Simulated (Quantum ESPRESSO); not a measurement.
**Collinear magnetic orders of KNiF3 with Quantum ESPRESSO**

Does KNiF3 prefer parallel or opposed moments?

Calculated with Quantum ESPRESSO 7.5; PBEsol with U = 6 eV on Ni d (ortho-atomic projectors); plane waves with GBRV 1.5 PBEsol potentials, no spin-orbit coupling.

The database entry behind the starting cell differs from later determinations by our own check (about 0.35 % short), so it need not match the best structure at ambient conditions.

### 1. Starting point

The structure is cubic, space group Pm-3m (No. 221). Conventional cell: a = 4.000 Å, b = 4.000 Å, c = 4.000 Å, α = 90.00°, β = 90.00°, γ = 90.00°. Nearest to K lie 12 F at 2.83 Å. Ni has 6 F at 2.00 Å nearest. Nearest to F lie 2 Ni at 2.00 Å and 4 K at 2.83 Å. Farther neighbours and most contacts between anions are not listed.

The cell comes from the Crystallography Open Database.

### 2. Run 1 (ferro +)

The signs are those of the starting moments on the seeded atoms, the atoms that are given a moment.

pw.in

```
&CONTROL
  calculation = 'scf'
  prefix = 'pwscf'
  outdir = './tmp'
  pseudo_dir = './pseudo'
  disk_io = 'nowf'
/
&SYSTEM
  ibrav = 0
  celldm(1) = 8
  nat = 5
  ntyp = 3
  ecutwfc = 40
  ecutrho = 280
  nbnd = 34
  occupations = 'smearing'
  smearing = 'fd'
  degauss = 0.00367493
  nspin = 2
  starting_magnetization(1) = 0
  starting_magnetization(2) = 0.1111
  starting_magnetization(3) = 0
/
&ELECTRONS
  conv_thr = 1d-08
  electron_maxstep = 150
  mixing_beta = 0.3
/
ATOMIC_SPECIES
K      39.0983 k_pbesol_v1.4.uspp.F.UPF
Ni     58.6934 ni_pbesol_v1.4.uspp.F.UPF
F      18.9984 f_pbesol_v1.4.uspp.F.UPF
CELL_PARAMETERS alat
   0.9448630623129    0.0000000000000    0.0000000000000
   0.0000000000000    0.9448630623129    0.0000000000000
   0.0000000000000    0.0000000000000    0.9448630623129
ATOMIC_POSITIONS crystal
K       0.0000000000    0.0000000000    0.0000000000
Ni      0.5000000000    0.5000000000    0.5000000000
F       0.5000000000    0.5000000000    0.0000000000
F       0.0000000000    0.5000000000    0.5000000000
F       0.5000000000    0.0000000000    0.5000000000
K_POINTS automatic
6 6 6 0 0 0
HUBBARD {ortho-atomic}
U Ni-3d 6.0000
```

The run is started by

```console
$ OMP_NUM_THREADS=1 mpirun -n 4 pw.x -nk 4 -in pw.in > pw.out
```

Log:

```text
Program PWSCF v.7.5 starts

     Message from routine setup:
     using ibrav=0 with symmetry is DISCOURAGED, use correct ibrav instead

     K-points division:     npool     =       4
     Subspace diagonalization in iterative solution of the eigenvalue problem:

     G-vector sticks info
     --------------------
     sticks:   dense  smooth     PW     G-vecs:    dense   smooth      PW
     Sum        1281     725    221                34265    14771    2517

     Using Slab Decomposition

     bravais-lattice index     =            0
     lattice parameter (alat)  =       8.0000  a.u.
     unit-cell volume          =     431.8934 (a.u.)^3
     number of atoms/cell      =            5
     number of atomic types    =            3
     number of electrons       =        48.00
     number of Kohn-Sham states=           34
     kinetic-energy cutoff     =      40.0000  Ry
     charge density cutoff     =     280.0000  Ry
     scf convergence threshold =      1.0E-08
     mixing beta               =       0.3000
     number of iterations used =            8  plain     mixing
     Exchange-correlation= SLA  PW   PSX  PSC
                           (   1   4  10   8   0   0   0)
     Hubbard projectors: ortho-atomic
     Hubbard parameters of DFT+U (Dudarev formulation) in eV:
     U(Ni-3d) =  6.0000

     Internal variables: lda_plus_u =T, lda_plus_u_kind = 0

     Internal variables: orbital_resolved =F, hub_pot_fix =F, apply_U = F

     celldm(1)=   8.000000  celldm(2)=   0.000000  celldm(3)=   0.000000
     celldm(4)=   0.000000  celldm(5)=   0.000000  celldm(6)=   0.000000

     crystal axes: (cart. coord. in units of alat)
               a(1) = (   0.944863   0.000000   0.000000 )
               a(2) = (   0.000000   0.944863   0.000000 )
               a(3) = (   0.000000   0.000000   0.944863 )

     reciprocal axes: (cart. coord. in units 2 pi/alat)
               b(1) = (  1.058354  0.000000  0.000000 )
               b(2) = (  0.000000  1.058354  0.000000 )
               b(3) = (  0.000000  0.000000  1.058354 )

     PseudoPot. # 1 for K  read from file:
     k_pbesol_v1.4.uspp.F.UPF
     Pseudo is Ultrasoft + core correction, Zval =  9.0
     Generated by new atomic code, or converted to UPF format
     Using radial grid of  841 points,  6 beta functions with:
                l(1) =   0
                l(2) =   0
                l(3) =   1
                l(4) =   1
                l(5) =   2
                l(6) =   2
     Q(r) pseudized with  6 coefficients,  rinner =    1.500   1.500   1.500
                                                       1.500   1.500

     PseudoPot. # 2 for Ni read from file:
     ni_pbesol_v1.4.uspp.F.UPF
     Pseudo is Ultrasoft + core correction, Zval = 18.0
     Generated by new atomic code, or converted to UPF format
     Using radial grid of  865 points,  6 beta functions with:
                l(1) =   0
                l(2) =   0
                l(3) =   1
                l(4) =   1
                l(5) =   2
                l(6) =   2
     Q(r) pseudized with 10 coefficients,  rinner =    0.980   0.980   0.980
                                                       0.980   0.980

     PseudoPot. # 3 for F  read from file:
     f_pbesol_v1.4.uspp.F.UPF
     Pseudo is Ultrasoft, Zval =  7.0
     Generated by new atomic code, or converted to UPF format
     Using radial grid of  799 points,  4 beta functions with:
                l(1) =   0
                l(2) =   0
                l(3) =   1
                l(4) =   1
     Q(r) pseudized with  8 coefficients,  rinner =    0.950   0.950   0.950

     atomic species   valence    mass     pseudopotential
     K                 9.00    39.09830     K ( 1.00)
     Ni               18.00    58.69340     Ni( 1.00)
     F                 7.00    18.99840     F ( 1.00)

     Starting magnetic structure
     atomic species   magnetization
     K               0.000
     Ni              0.111
     F               0.000

     48 Sym. Ops., with inversion, found

   Cartesian axes

     site n.     atom                  positions (alat units)
         1        K      tau(   1) = (   0.0000000   0.0000000   0.0000000  )
         2        Ni     tau(   2) = (   0.4724315   0.4724315   0.4724315  )
         3        F      tau(   3) = (   0.4724315   0.4724315   0.0000000  )
         4        F      tau(   4) = (   0.0000000   0.4724315   0.4724315  )
         5        F      tau(   5) = (   0.4724315   0.0000000   0.4724315  )

     number of k points=    20  Fermi-Dirac smearing, width (Ry)=  0.0037
                       cart. coord. in units 2pi/alat
        k(    1) = (   0.0000000   0.0000000   0.0000000), wk =   0.0046296
        k(    2) = (   0.0000000   0.0000000   0.1763924), wk =   0.0277778
        k(    3) = (   0.0000000   0.0000000   0.3527848), wk =   0.0277778
        k(    4) = (   0.0000000   0.0000000  -0.5291772), wk =   0.0138889
        k(    5) = (   0.0000000   0.1763924   0.1763924), wk =   0.0555556
        [... 15 further k-points ...]

     Dense  grid:    34265 G-vectors     FFT dimensions: (  45,  45,  45)

     Smooth grid:    14771 G-vectors     FFT dimensions: (  32,  32,  32)

     Check: negative core charge=   -0.000006
     Generating pointlists ...
     new r_m :   0.2756 (alat units)  2.2048 (a.u.) for type    1
     new r_m :   0.1949 (alat units)  1.5590 (a.u.) for type    2
     new r_m :   0.1949 (alat units)  1.5590 (a.u.) for type    3

     Initial potential from superposition of free atoms

     starting charge      45.4963, renormalised to      48.0000

     STARTING HUBBARD OCCUPATIONS:

     =================== HUBBARD OCCUPATIONS ===================
     ------------------------ ATOM    2 ------------------------
     Tr[ns(  2)] (up, down, total) =   5.00000  3.00000  8.00000
     Atomic magnetic moment for atom   2 =   2.00000
     [... lines left out ...]
     Number of occupied Hubbard levels =    8.0000

     Atomic wfc used for Hubbard projectors are orthogonalized

     Starting wfcs are   33 randomized atomic wfcs +    1 random wfcs

     Self-consistent Calculation

     iteration #  1     ecut=    40.00 Ry     beta= 0.30
     Davidson diagonalization with overlap
     ethr =  1.00E-02,  avg # of iterations =  6.5

     =================== HUBBARD OCCUPATIONS ===================
     ------------------------ ATOM    2 ------------------------
     Tr[ns(  2)] (up, down, total) =   4.53725  1.02732  5.56457
     Atomic magnetic moment for atom   2 =   3.50993
     [... lines left out ...]
     Number of occupied Hubbard levels =    5.5646

     total energy              =    -541.80804240 Ry
     estimated scf accuracy    <      11.93906666 Ry

     total magnetization       =     3.48 Bohr mag/cell
     absolute magnetization    =     3.82 Bohr mag/cell

     iteration #  2     ecut=    40.00 Ry     beta= 0.30
     Davidson diagonalization with overlap
     ethr =  1.00E-02,  avg # of iterations =  3.2

     total energy              =    -544.61516486 Ry
     estimated scf accuracy    <       7.40044742 Ry

     total magnetization       =     0.71 Bohr mag/cell
     absolute magnetization    =     0.72 Bohr mag/cell

     iteration #  3     ecut=    40.00 Ry     beta= 0.30
     Davidson diagonalization with overlap
     ethr =  1.00E-02,  avg # of iterations =  1.9

     total energy              =    -545.64009817 Ry
     estimated scf accuracy    <       0.37896016 Ry

     total magnetization       =     2.00 Bohr mag/cell
     absolute magnetization    =     2.03 Bohr mag/cell

     [... further iterations left out ...]

     iteration # 10     ecut=    40.00 Ry     beta= 0.30
     Davidson diagonalization with overlap
     ethr =  3.12E-09,  avg # of iterations =  2.5

     total energy              =    -545.79377113 Ry
     estimated scf accuracy    <       0.00000048 Ry

     total magnetization       =     2.00 Bohr mag/cell
     absolute magnetization    =     2.03 Bohr mag/cell

     iteration # 11     ecut=    40.00 Ry     beta= 0.30
     Davidson diagonalization with overlap
     ethr =  1.00E-09,  avg # of iterations =  2.4

     total energy              =    -545.79377574 Ry
     estimated scf accuracy    <       0.00000015 Ry

     total magnetization       =     2.00 Bohr mag/cell
     absolute magnetization    =     2.03 Bohr mag/cell

     iteration # 12     ecut=    40.00 Ry     beta= 0.30
     Davidson diagonalization with overlap
     ethr =  3.10E-10,  avg # of iterations =  2.0

     total energy              =    -545.79377797 Ry
     estimated scf accuracy    <       0.00000003 Ry

     total magnetization       =     2.00 Bohr mag/cell
     absolute magnetization    =     2.03 Bohr mag/cell

     iteration # 13     ecut=    40.00 Ry     beta= 0.30
     Davidson diagonalization with overlap
     ethr =  5.89E-11,  avg # of iterations =  2.4

     Magnetic moment per site  (integrated on atomic sphere of radius R)
     atom   1 (R=0.276)  charge=  7.6179  magn= -0.0006
     atom   2 (R=0.195)  charge= 15.3739  magn=  1.7714
     atom   3 (R=0.195)  charge=  6.5148  magn=  0.0519
     atom   4 (R=0.195)  charge=  6.5148  magn=  0.0519
     atom   5 (R=0.195)  charge=  6.5148  magn=  0.0519

     End of self-consistent calculation

     =================== HUBBARD OCCUPATIONS ===================
     ------------------------ ATOM    2 ------------------------
     Tr[ns(  2)] (up, down, total) =   4.98761  3.16789  8.15549
     Atomic magnetic moment for atom   2 =   1.81972
     [... lines left out ...]
     Number of occupied Hubbard levels =    8.1555

     [... lines left out ...]
     the Fermi energy is     6.9195 ev

!    total energy              =    -545.79378009 Ry
     estimated scf accuracy    <          2.4E-10 Ry
     smearing contrib. (-TS)   =       0.00000000 Ry
     internal energy E=F+TS    =    -545.79378009 Ry

     The total energy is F=E-TS. E is the sum of the following terms:
     one-electron contribution =    -387.34951044 Ry
     hartree contribution      =     216.37017861 Ry
     xc contribution           =     -71.90419899 Ry
     ewald contribution        =    -302.95325932 Ry
     Hubbard energy            =       0.04301005 Ry

     total magnetization       =     2.00 Bohr mag/cell
     absolute magnetization    =     2.03 Bohr mag/cell

     convergence has been achieved in  13 iterations

=------------------------------------------------------------------------------=
   JOB DONE.
=------------------------------------------------------------------------------=
```

It took 12 s on 4 MPI ranks of Arm Neoverse V2, shared host; peak memory 0.43 GiB.

Spin moment in the atom's sphere by atom:

```
atom  spin moment in the atom's sphere (μB)
  K1                                   0.00
 Ni2                                   1.77
  F3                                   0.05
  F4                                   0.05
  F5                                   0.05
```

Read from the output:

| Item | Value |
| --- | --- |
| smearing term TS | 0 eV |
| magnetization | 2 μB |
| absolute magnetization | 2.027 μB |
| final state | ferromagnetic |

Spin density in the ac plane at fractional y = 0.500, with atoms of Ni and F within 0.2 Å of it.

Ten even steps from '0' (0.0 e/Å³) to '9' (5.2 e/Å³), each cell a mean:
```
00000000000000
00000000000000
00000000000000
00000000000000
00000001000000
00000045100000
00000489510000
00000278400000
00000024000000
00000000000000
00000000000000
00000000000000
00000000000000
00000000000000
```
Columns run along a (4.0 Å), rows up along c (4.0 Å). Atoms in or near the plane, at fractional coordinates: Ni at (0.50, 0.50), F at (0.50, 0.00), F at (0.00, 0.50).

Valence density in the ac plane at fractional y = 0.500, with atoms of Ni and F within 0.2 Å of it. It is the smooth field of the valence electrons, not physical close to the nuclei.

Ten steps, logarithmic in the rise over the least value, from '_' (0 e/Å³) to '@' (38 e/Å³), each cell a mean:
```
________::++####++--..______
________..--==++==::________
__________..::::::..________
..________........________..
--::..__..::----::..__..::--
**==::..::++##%%**::..::==++
##**--..::##@@@@%%--..::++##
##++--..::**@@@@##--..::==##
++==::....==**##++::....--++
::....__....::::::..____..::
__________........__________
________..::----::..________
________..==++**==::________
________::++####**--..______
```
Columns run along a (4.0 Å), rows up along c (4.0 Å). Atoms in or near the plane, at fractional coordinates: Ni at (0.50, 0.50), F at (0.50, 0.00), F at (0.00, 0.50).

[end of part 1 of 2]

[Logs and program files are shortened in this print: banners, set-up blocks, solver, clock and traceback lines can be left out without a mark of their own.]

[Logs are printed without paths, hosts, clocks, repeated set-up lines and the standing remarks that a program may print on its own settings, such as how far it seeks lower states.]

[Hosts, paths, dates, database ids (printed as entryN), source tags and the programs' standing remarks are cut or masked in the printed files.]

[Where a cell is said to come from a database of computed structures, the database is the Materials Project.]
